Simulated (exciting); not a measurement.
# S K-edge absorption of MgS (Niningerite), all-electron BSE

How far do the exchange and direct terms reshape the S K edge of MgS (Niningerite)?

Main program and level: exciting sodium; X-ray absorption, core-level Bethe-Salpeter equation, exchange and statically screened direct term, Tamm-Dancoff, all-electron LAPW+lo LDA.

Most raw output is cut from this account.

## Step 1: Starting point

Symmetry: Fm-3m, No. 225, cubic system. Conventional cell: a = 5.203 Å, b = 5.203 Å, c = 5.203 Å, α = 90.00°, β = 90.00°, γ = 90.00°. Nearest to S lie 6 Mg at 2.60 Å. Mg has 6 S at 2.60 Å nearest. Farther neighbours and most contacts between anions are not listed.

Structure file:

```xyz
2
Lattice="0.0000 2.6016 2.6016 2.6016 0.0000 2.6016 2.6016 2.6016 0.0000" Properties=species:S:1:pos:R:3 pbc="T T T"
S     2.6016    2.6016    2.6016
Mg    0.0000    0.0000    0.0000
```

Differences between curves are given as r.m.s. difference over r.m.s. height.

## Step 2: Ground state

The species files are the program's own, with muffin-tin radii set in the input.

Input file input.xml:

```
<input>
  <title>MgS</title>
  <structure speciespath="." autormt="false" epslat="1.0e-5">
    <crystal>
      <basevect>0.0000000000 4.9164059712 4.9164059712</basevect>
      <basevect>4.9164059712 0.0000000000 4.9164059712</basevect>
      <basevect>4.9164059712 4.9164059712 0.0000000000</basevect>
    </crystal>
    <species speciesfile="S.xml" rmt="2.300">
      <atom coord="0.5000000000 0.5000000000 0.5000000000"/>
    </species>
    <species speciesfile="Mg.xml" rmt="2.300">
      <atom coord="0.0000000000 0.0000000000 0.0000000000"/>
    </species>
  </structure>
  <groundstate do="fromscratch" xctype="LDA_PW" ngridk="5 5 5" rgkmax="7" gmaxvr="14" nempty="8" swidth="0.001" maxscl="100" epsengy="1e-5"/>
</input>
```

Started as:

```sh
> OMP_NUM_THREADS=1 mpirun -n 2 exciting
```

Run time: 9 s. Hardware: 2 MPI ranks of Arm Neoverse V2, shared host.

The warnings file holds hints only, no warning.

The mesh shows a gap of 2.98 eV. Core levels (Dirac, from the valence top):

| atom | level | energy (eV) |
| --- | --- | --- |
| S | 1s1/2 | -2388.8 |
| S | 2s1/2 | -202.8 |
| S | 2p1/2 | -149.4 |
| S | 2p3/2 | -148.1 |
| Mg | 1s1/2 | -1248.1 |

## Step 3: A richer basis for the empty states

Each species file gets more local orbitals, built from u and its energy derivative at 0.15 Ha and u at 0.9 Ha.

input.xml is that of step 2.

Input file SPECIES.xml, added lines:

```
<lo l="L">  <!-- L = 0, 1, 2 -->
  <wf matchingOrder="0" trialEnergy="0.1500" searchE="false"/>
  <wf matchingOrder="1" trialEnergy="0.1500" searchE="false"/>
  <wf matchingOrder="0" trialEnergy="0.9000" searchE="false"/>
</lo>
```

Started as:

```sh
> OMP_NUM_THREADS=1 mpirun -n 2 exciting
```

Run time: 9 s. Hardware: 2 MPI ranks.

Against the first ground state the total energy moves by -5 meV an atom and the gap by -0.01 eV.

## Step 4: Screening, kernels and BSE for S atom 1

The absorber has 6 Mg at 2.60 Å (octahedral, site symmetry m-3m).

input.xml, as its differences from that of step 3:

```diff
@@ -15,3 +15,20 @@
   </structure>
-  <groundstate do="fromscratch" xctype="LDA_PW" ngridk="5 5 5" rgkmax="7" gmaxvr="14" nempty="8" swidth="0.001" maxscl="100" epsengy="1e-5"/>
+  <groundstate do="skip" xctype="LDA_PW" ngridk="5 5 5" rgkmax="7" gmaxvr="14" nempty="8" swidth="0.001" maxscl="100" epsengy="1e-5"/>
+  <xs xstype="BSE" ngridk="5 5 5" ngridq="5 5 5" vkloff="0.097 0.273 0.493" rgkmax="7" nempty="19" gqmax="3" lmaxapwwf="5" lmaxemat="2" broad="0.01654" tevout="true">
+    <energywindow intv="87.453 89.070" points="439"/>
+    <screening screentype="full" nempty="35"/>
+    <BSE xas="true" xasspecies="1" xasatom="1" xasedge="K" bsetype="singlet" nstlxas="1 15"/>
+    <qpointset>
+      <qpoint>0 0 0</qpoint>
+    </qpointset>
+    <plan>
+      <doonly task="xsgeneigvec"/>
+      <doonly task="writepmatxs"/>
+      <doonly task="scrgeneigvec"/>
+      <doonly task="scrwritepmat"/>
+      <doonly task="screen"/>
+      <doonly task="scrcoulint"/>
+      <doonly task="exccoulint"/>
+    </plan>
+  </xs>
 </input>
```

Input file input.xml for the last start (plan only):

```
  <plan>
    <doonly task="bse"/>
  </plan>
```

Started as:

```sh
> OMP_NUM_THREADS=1 mpirun -n 2 exciting
> OMP_NUM_THREADS=2 exciting
```

The job ended after 14 min (2 MPI ranks).

Wall time by task: xsgeneigvec 2.3 s, writepmatxs 7.4 s, scrgeneigvec 2 s, scrwritepmat 1.4 s, screen 61 s, scrcoulint 5.3 min, exccoulint 6.8 min, bse 46 s.

The S K spectrum of S atom 1 (energy from the Kohn–Sham onset, core level to the lowest empty state found on the meshes used, 2391.45 eV; the shifted mesh sets it, since it comes nearer the band minimum than the ground-state mesh; Im ε scaled to the maximum of the singlet run; cut below the end of the band set):

| E (eV) | Im ε |
| --- | --- |
| -3.5 | 0.02 |
| -3.0 | 0.03 |
| -2.5 | 0.03 |
| -2.0 | 0.04 |
| -1.5 | 0.05 |
| -1.0 | 0.08 |
| -0.5 | 0.12 |
| 0.0 | 0.22 |
| 0.5 | 0.42 |
| 1.0 | 0.70 |
| 1.5 | 0.96 |
| 2.0 | 0.91 |
| 2.5 | 0.81 |
| 3.0 | 0.89 |
| 3.5 | 0.82 |
| 4.0 | 0.79 |
| 4.5 | 0.77 |
| 5.0 | 0.74 |
| 5.5 | 0.64 |
| 6.0 | 0.50 |
| 6.5 | 0.41 |
| 7.0 | 0.34 |
| 7.5 | 0.32 |
| 8.0 | 0.34 |
| 8.5 | 0.37 |
| 9.0 | 0.38 |
| 9.5 | 0.31 |
| 10.0 | 0.27 |
| 10.5 | 0.26 |
| 11.0 | 0.25 |
| 11.5 | 0.26 |
| 12.0 | 0.28 |
| 12.5 | 0.28 |
| 13.0 | 0.29 |
| 13.5 | 0.29 |
| 14.0 | 0.30 |
| 14.5 | 0.32 |
| 15.0 | 0.33 |
| 15.5 | 0.32 |
| 16.0 | 0.30 |
| 16.5 | 0.28 |
| 17.0 | 0.25 |
| 17.5 | 0.23 |
| 18.0 | 0.20 |

Maxima (height): 1.7 eV (1.00), 3.1 eV (0.89), 8.8 eV (0.38) and 15.0 eV (0.33).

The Hamiltonian has 3750 rows. The lowest groups of eigenvalues and the brightest ones, on the scale above. Core spinors bring spin-forbidden partners, so dark means forbidden by spin or by symmetry, and the shifted mesh splits states that symmetry would keep together:

| energy (eV) | states within 10 meV | relative strength |
| --- | --- | --- |
| -0.444 | 2 | 0.013 |
| -0.219 | 2 | 0.023 |
| -0.131 | 2 | 0.032 |
| 0.078 | 2 | 0.17 |
| 0.093 | 2 | 0.057 |
| 0.192 | 2 | 0.030 |
| 0.813 | 2 | 0.62 |
| 1.369 | 2 | 0.54 |
| 1.542 | 2 | 0.63 |
| 1.621 | 2 | 0.53 |
| 1.635 | 2 | 0.84 |
| 1.806 | 2 | 0.51 |
| 3.022 | 4 | 1.00 |

## Step 5: Independent particles

input.xml, as its differences from that of step 4:

```diff
@@ -19,3 +19,3 @@
     <screening screentype="full" nempty="35"/>
-    <BSE xas="true" xasspecies="1" xasatom="1" xasedge="K" bsetype="singlet" nstlxas="1 15"/>
+    <BSE xas="true" xasspecies="1" xasatom="1" xasedge="K" bsetype="IP" nstlxas="1 15"/>
     <qpointset>
@@ -24,9 +24,3 @@
     <plan>
-      <doonly task="xsgeneigvec"/>
-      <doonly task="writepmatxs"/>
-      <doonly task="scrgeneigvec"/>
-      <doonly task="scrwritepmat"/>
-      <doonly task="screen"/>
-      <doonly task="scrcoulint"/>
-      <doonly task="exccoulint"/>
+      <doonly task="bse"/>
     </plan>
```

Started as:

```sh
> OMP_NUM_THREADS=2 exciting
```

Wall time 1.5 s (2 threads).

Maxima (height): 6.4 eV (0.75), 9.5 eV (0.50), 13.7 eV (0.37) and 16.3 eV (0.48). Against the singlet run the r.m.s. difference is 60 %. Moving the earlier curve by +2.9 eV leaves 35 %. The highest maximum lies at 6.4 eV (0.75), against 1.7 eV (1.00).

## Step 6: Exchange alone

input.xml, as its differences from that of step 5:

```diff
@@ -19,3 +19,3 @@
     <screening screentype="full" nempty="35"/>
-    <BSE xas="true" xasspecies="1" xasatom="1" xasedge="K" bsetype="IP" nstlxas="1 15"/>
+    <BSE xas="true" xasspecies="1" xasatom="1" xasedge="K" bsetype="RPA" nstlxas="1 15"/>
     <qpointset>
```

Started as:

```sh
> OMP_NUM_THREADS=2 exciting
```

Wall time 44 s (2 threads).

Maxima (height): 6.4 eV (0.75), 9.5 eV (0.50), 13.7 eV (0.37) and 16.3 eV (0.48). The spectrum is that of the independent-particle run within 1 %.

## Step 7: Broadening

Changed against the first singlet run: half width (eV) from 0.45 to 1.35.

input.xml, as its differences from that of step 6:

```diff
@@ -16,6 +16,6 @@
   <groundstate do="skip" xctype="LDA_PW" ngridk="5 5 5" rgkmax="7" gmaxvr="14" nempty="8" swidth="0.001" maxscl="100" epsengy="1e-5"/>
-  <xs xstype="BSE" ngridk="5 5 5" ngridq="5 5 5" vkloff="0.097 0.273 0.493" rgkmax="7" nempty="19" gqmax="3" lmaxapwwf="5" lmaxemat="2" broad="0.01654" tevout="true">
+  <xs xstype="BSE" ngridk="5 5 5" ngridq="5 5 5" vkloff="0.097 0.273 0.493" rgkmax="7" nempty="19" gqmax="3" lmaxapwwf="5" lmaxemat="2" broad="0.04961" tevout="true">
     <energywindow intv="87.453 89.070" points="439"/>
     <screening screentype="full" nempty="35"/>
-    <BSE xas="true" xasspecies="1" xasatom="1" xasedge="K" bsetype="RPA" nstlxas="1 15"/>
+    <BSE xas="true" xasspecies="1" xasatom="1" xasedge="K" bsetype="singlet" nstlxas="1 15"/>
     <qpointset>
```

Started as:

```sh
> OMP_NUM_THREADS=2 exciting
```

Elapsed: 45 s, on 2 threads.

The spectrum differs from the singlet run by 21 % r.m.s. The highest maximum lies at 2.9 eV (0.70), against 1.7 eV (1.00). Only the width of each line changes; the area stays. A table step wider than the lines misses their tops.

| E (eV) | first run | this run |
| --- | --- | --- |
| -9.0 | 0.01 | 0.02 |
| -8.0 | 0.01 | 0.02 |
| -7.0 | 0.01 | 0.03 |
| -6.0 | 0.01 | 0.03 |
| -5.0 | 0.01 | 0.04 |
| -4.0 | 0.02 | 0.06 |
| -3.0 | 0.03 | 0.08 |
| -2.0 | 0.04 | 0.11 |
| -1.0 | 0.08 | 0.18 |
| 0.0 | 0.22 | 0.32 |
| 1.0 | 0.70 | 0.54 |
| 2.0 | 0.91 | 0.68 |
| 3.0 | 0.89 | 0.70 |
| 4.0 | 0.79 | 0.67 |
| 5.0 | 0.74 | 0.60 |
| 6.0 | 0.50 | 0.49 |
| 7.0 | 0.34 | 0.40 |
| 8.0 | 0.34 | 0.36 |
| 9.0 | 0.38 | 0.33 |
| 10.0 | 0.27 | 0.30 |
| 11.0 | 0.25 | 0.28 |
| 12.0 | 0.28 | 0.28 |
| 13.0 | 0.29 | 0.28 |
| 14.0 | 0.30 | 0.29 |
| 15.0 | 0.33 | 0.29 |
| 16.0 | 0.30 | 0.27 |
| 17.0 | 0.25 | 0.24 |
| 18.0 | 0.20 | 0.20 |

## Step 8: Local-field cutoff

Changed against the first singlet run: cutoff of the kernels (bohr⁻¹) from 3 to 2.

input.xml, as its differences from that of step 7:

```diff
@@ -16,3 +16,3 @@
   <groundstate do="skip" xctype="LDA_PW" ngridk="5 5 5" rgkmax="7" gmaxvr="14" nempty="8" swidth="0.001" maxscl="100" epsengy="1e-5"/>
-  <xs xstype="BSE" ngridk="5 5 5" ngridq="5 5 5" vkloff="0.097 0.273 0.493" rgkmax="7" nempty="19" gqmax="3" lmaxapwwf="5" lmaxemat="2" broad="0.04961" tevout="true">
+  <xs xstype="BSE" ngridk="5 5 5" ngridq="5 5 5" vkloff="0.097 0.273 0.493" rgkmax="7" nempty="19" gqmax="2" lmaxapwwf="5" lmaxemat="2" broad="0.01654" tevout="true">
     <energywindow intv="87.453 89.070" points="439"/>
@@ -24,3 +24,6 @@
     <plan>
-      <doonly task="bse"/>
+      <doonly task="xsgeneigvec"/>
+      <doonly task="screen"/>
+      <doonly task="scrcoulint"/>
+      <doonly task="exccoulint"/>
     </plan>
```

Input file input.xml for the last start (plan only):

```
  <plan>
    <doonly task="bse"/>
  </plan>
```

Started as:

```sh
> OMP_NUM_THREADS=1 mpirun -n 2 exciting
> OMP_NUM_THREADS=2 exciting
```

Run time: 5.5 min. Hardware: 2 MPI ranks.

These settings are cheaper. The spectrum differs from the singlet run by 8 % r.m.s. The highest maximum lies at 1.7 eV (0.90), against 1.7 eV (1.00). The kernels miss the short-range part of the Coulomb interaction, its components above their cutoff.

| E (eV) | first run | this run |
| --- | --- | --- |
| -3.0 | 0.03 | 0.02 |
| -2.0 | 0.04 | 0.04 |
| -1.0 | 0.08 | 0.07 |
| 0.0 | 0.22 | 0.20 |
| 1.0 | 0.70 | 0.62 |
| 2.0 | 0.91 | 0.84 |
| 3.0 | 0.89 | 0.82 |
| 4.0 | 0.79 | 0.74 |
| 5.0 | 0.74 | 0.72 |
| 6.0 | 0.50 | 0.51 |
| 7.0 | 0.34 | 0.35 |
| 8.0 | 0.34 | 0.33 |
| 9.0 | 0.38 | 0.39 |
| 10.0 | 0.27 | 0.28 |
| 11.0 | 0.25 | 0.26 |
| 12.0 | 0.28 | 0.29 |
| 13.0 | 0.29 | 0.30 |
| 14.0 | 0.30 | 0.32 |
| 15.0 | 0.33 | 0.35 |
| 16.0 | 0.30 | 0.34 |
| 17.0 | 0.25 | 0.29 |
| 18.0 | 0.20 | 0.24 |

## Step 9: Shipped basis

Changed against the first singlet run: added local orbitals (Ha) from 0.9 to none.

input.xml, as its differences from that of step 8:

```diff
@@ -16,4 +16,4 @@
   <groundstate do="skip" xctype="LDA_PW" ngridk="5 5 5" rgkmax="7" gmaxvr="14" nempty="8" swidth="0.001" maxscl="100" epsengy="1e-5"/>
-  <xs xstype="BSE" ngridk="5 5 5" ngridq="5 5 5" vkloff="0.097 0.273 0.493" rgkmax="7" nempty="19" gqmax="2" lmaxapwwf="5" lmaxemat="2" broad="0.01654" tevout="true">
-    <energywindow intv="87.453 89.070" points="439"/>
+  <xs xstype="BSE" ngridk="5 5 5" ngridq="5 5 5" vkloff="0.097 0.273 0.493" rgkmax="7" nempty="19" gqmax="3" lmaxapwwf="5" lmaxemat="2" broad="0.01654" tevout="true">
+    <energywindow intv="87.456 89.073" points="439"/>
     <screening screentype="full" nempty="35"/>
@@ -25,2 +25,5 @@
       <doonly task="xsgeneigvec"/>
+      <doonly task="writepmatxs"/>
+      <doonly task="scrgeneigvec"/>
+      <doonly task="scrwritepmat"/>
       <doonly task="screen"/>
```

Input file input.xml for the last start (plan only):

```
  <plan>
    <doonly task="bse"/>
  </plan>
```

The job ended after 14 min (2 MPI ranks).

Wall time by task: xsgeneigvec 2.4 s, writepmatxs 7.2 s, scrgeneigvec 1.8 s, scrwritepmat 1.4 s, screen 55 s, scrcoulint 4.8 min, exccoulint 6.8 min, bse 51 s.

The spectrum differs from the singlet run by 7 % r.m.s. The first bright state moves from 0.08 to 0.15 eV. The lowest bare transition of this run lies at 0.08 eV, against 0.00. The linearised basis grows poor far above its energy parameter.

| E (eV) | first run | this run |
| --- | --- | --- |
| -3.0 | 0.03 | 0.02 |
| -2.0 | 0.04 | 0.04 |
| -1.0 | 0.08 | 0.07 |
| 0.0 | 0.22 | 0.20 |
| 1.0 | 0.70 | 0.64 |
| 2.0 | 0.91 | 0.91 |
| 3.0 | 0.89 | 0.84 |
| 4.0 | 0.79 | 0.75 |
| 5.0 | 0.74 | 0.71 |
| 6.0 | 0.50 | 0.49 |
| 7.0 | 0.34 | 0.33 |
| 8.0 | 0.34 | 0.30 |
| 9.0 | 0.38 | 0.35 |
| 10.0 | 0.27 | 0.25 |
| 11.0 | 0.25 | 0.23 |
| 12.0 | 0.28 | 0.24 |
| 13.0 | 0.29 | 0.25 |
| 14.0 | 0.30 | 0.25 |
| 15.0 | 0.33 | 0.28 |
| 16.0 | 0.30 | 0.27 |
| 17.0 | 0.25 | 0.23 |
| 18.0 | 0.20 | 0.19 |

## Step 10: From independent particles to the full kernel

| level | curve passes 0.15 (eV) | highest maximum (eV) | its height |
| --- | --- | --- | --- |
| IP | 1.5 | 6.4 | 0.75 |
| RPA | 1.5 | 6.4 | 0.75 |
| singlet | -0.3 | 1.7 | 1.00 |

| E (eV) | IP | RPA | singlet |
| --- | --- | --- | --- |
| -3.0 | 0.01 | 0.01 | 0.03 |
| -2.0 | 0.02 | 0.02 | 0.04 |
| -1.0 | 0.02 | 0.02 | 0.08 |
| 0.0 | 0.04 | 0.04 | 0.22 |
| 1.0 | 0.10 | 0.10 | 0.70 |
| 2.0 | 0.25 | 0.25 | 0.91 |
| 3.0 | 0.32 | 0.32 | 0.89 |
| 4.0 | 0.43 | 0.43 | 0.79 |
| 5.0 | 0.50 | 0.50 | 0.74 |
| 6.0 | 0.70 | 0.70 | 0.50 |
| 7.0 | 0.68 | 0.68 | 0.34 |
| 8.0 | 0.45 | 0.45 | 0.34 |
| 9.0 | 0.44 | 0.44 | 0.38 |
| 10.0 | 0.45 | 0.45 | 0.27 |
| 11.0 | 0.37 | 0.37 | 0.25 |
| 12.0 | 0.32 | 0.32 | 0.28 |
| 13.0 | 0.33 | 0.33 | 0.29 |
| 14.0 | 0.36 | 0.36 | 0.30 |
| 15.0 | 0.37 | 0.37 | 0.33 |
| 16.0 | 0.46 | 0.46 | 0.30 |
| 17.0 | 0.46 | 0.46 | 0.25 |
| 18.0 | 0.42 | 0.42 | 0.20 |

## Step 11: Outcome

* absorber and edge: S K, atom 1
* surroundings: 6 Mg at 2.60 Å (octahedral, site symmetry m-3m)
* first bright state: 0.08 eV from the Kohn–Sham onset, on this mesh
* highest maximum: 1.7 eV
* cost of the BSE run: 14 min on 2 MPI ranks of Arm Neoverse V2, shared host; the last task ran on as many threads

Is a core exciton bound? Undecided on this mesh: the first bright state (over 5 % of the brightest) lies at 0.08 eV from the Kohn–Sham onset; weaker or dark states reach down to -0.44 eV. Changing the half width (eV) from 0.45 to 1.35 alters the spectrum by 21 % r.m.s. Changing the added local orbitals (Ha) from 0.9 to none alters the spectrum by 7 % r.m.s. Exchange alone changes the independent-particle spectrum by 0.1 % r.m.s. With 125 k points the binding energies are rough. The kernel cutoff is low for a compact core orbital, so the effect of exchange is a lower bound. The zero comes from the shifted mesh, which comes near the band minimum without meeting it. The Kohn–Sham onset, 2391 eV, is no photon energy (tabulated edge of the element: 2472 eV): the scale needs a rigid shift. No quasiparticle correction widens the gap or stretches the bands. Vibrations and energy-dependent lifetimes are left out. The structure is a published determination, not relaxed.

[Logs are printed without paths, hosts, clocks, repeated set-up lines and the standing remarks that a program may print on its own settings, such as how far it seeks lower states.]

[Hosts, paths, dates, database ids (printed as entryN), source tags and the programs' standing remarks are cut or masked in the printed files.]
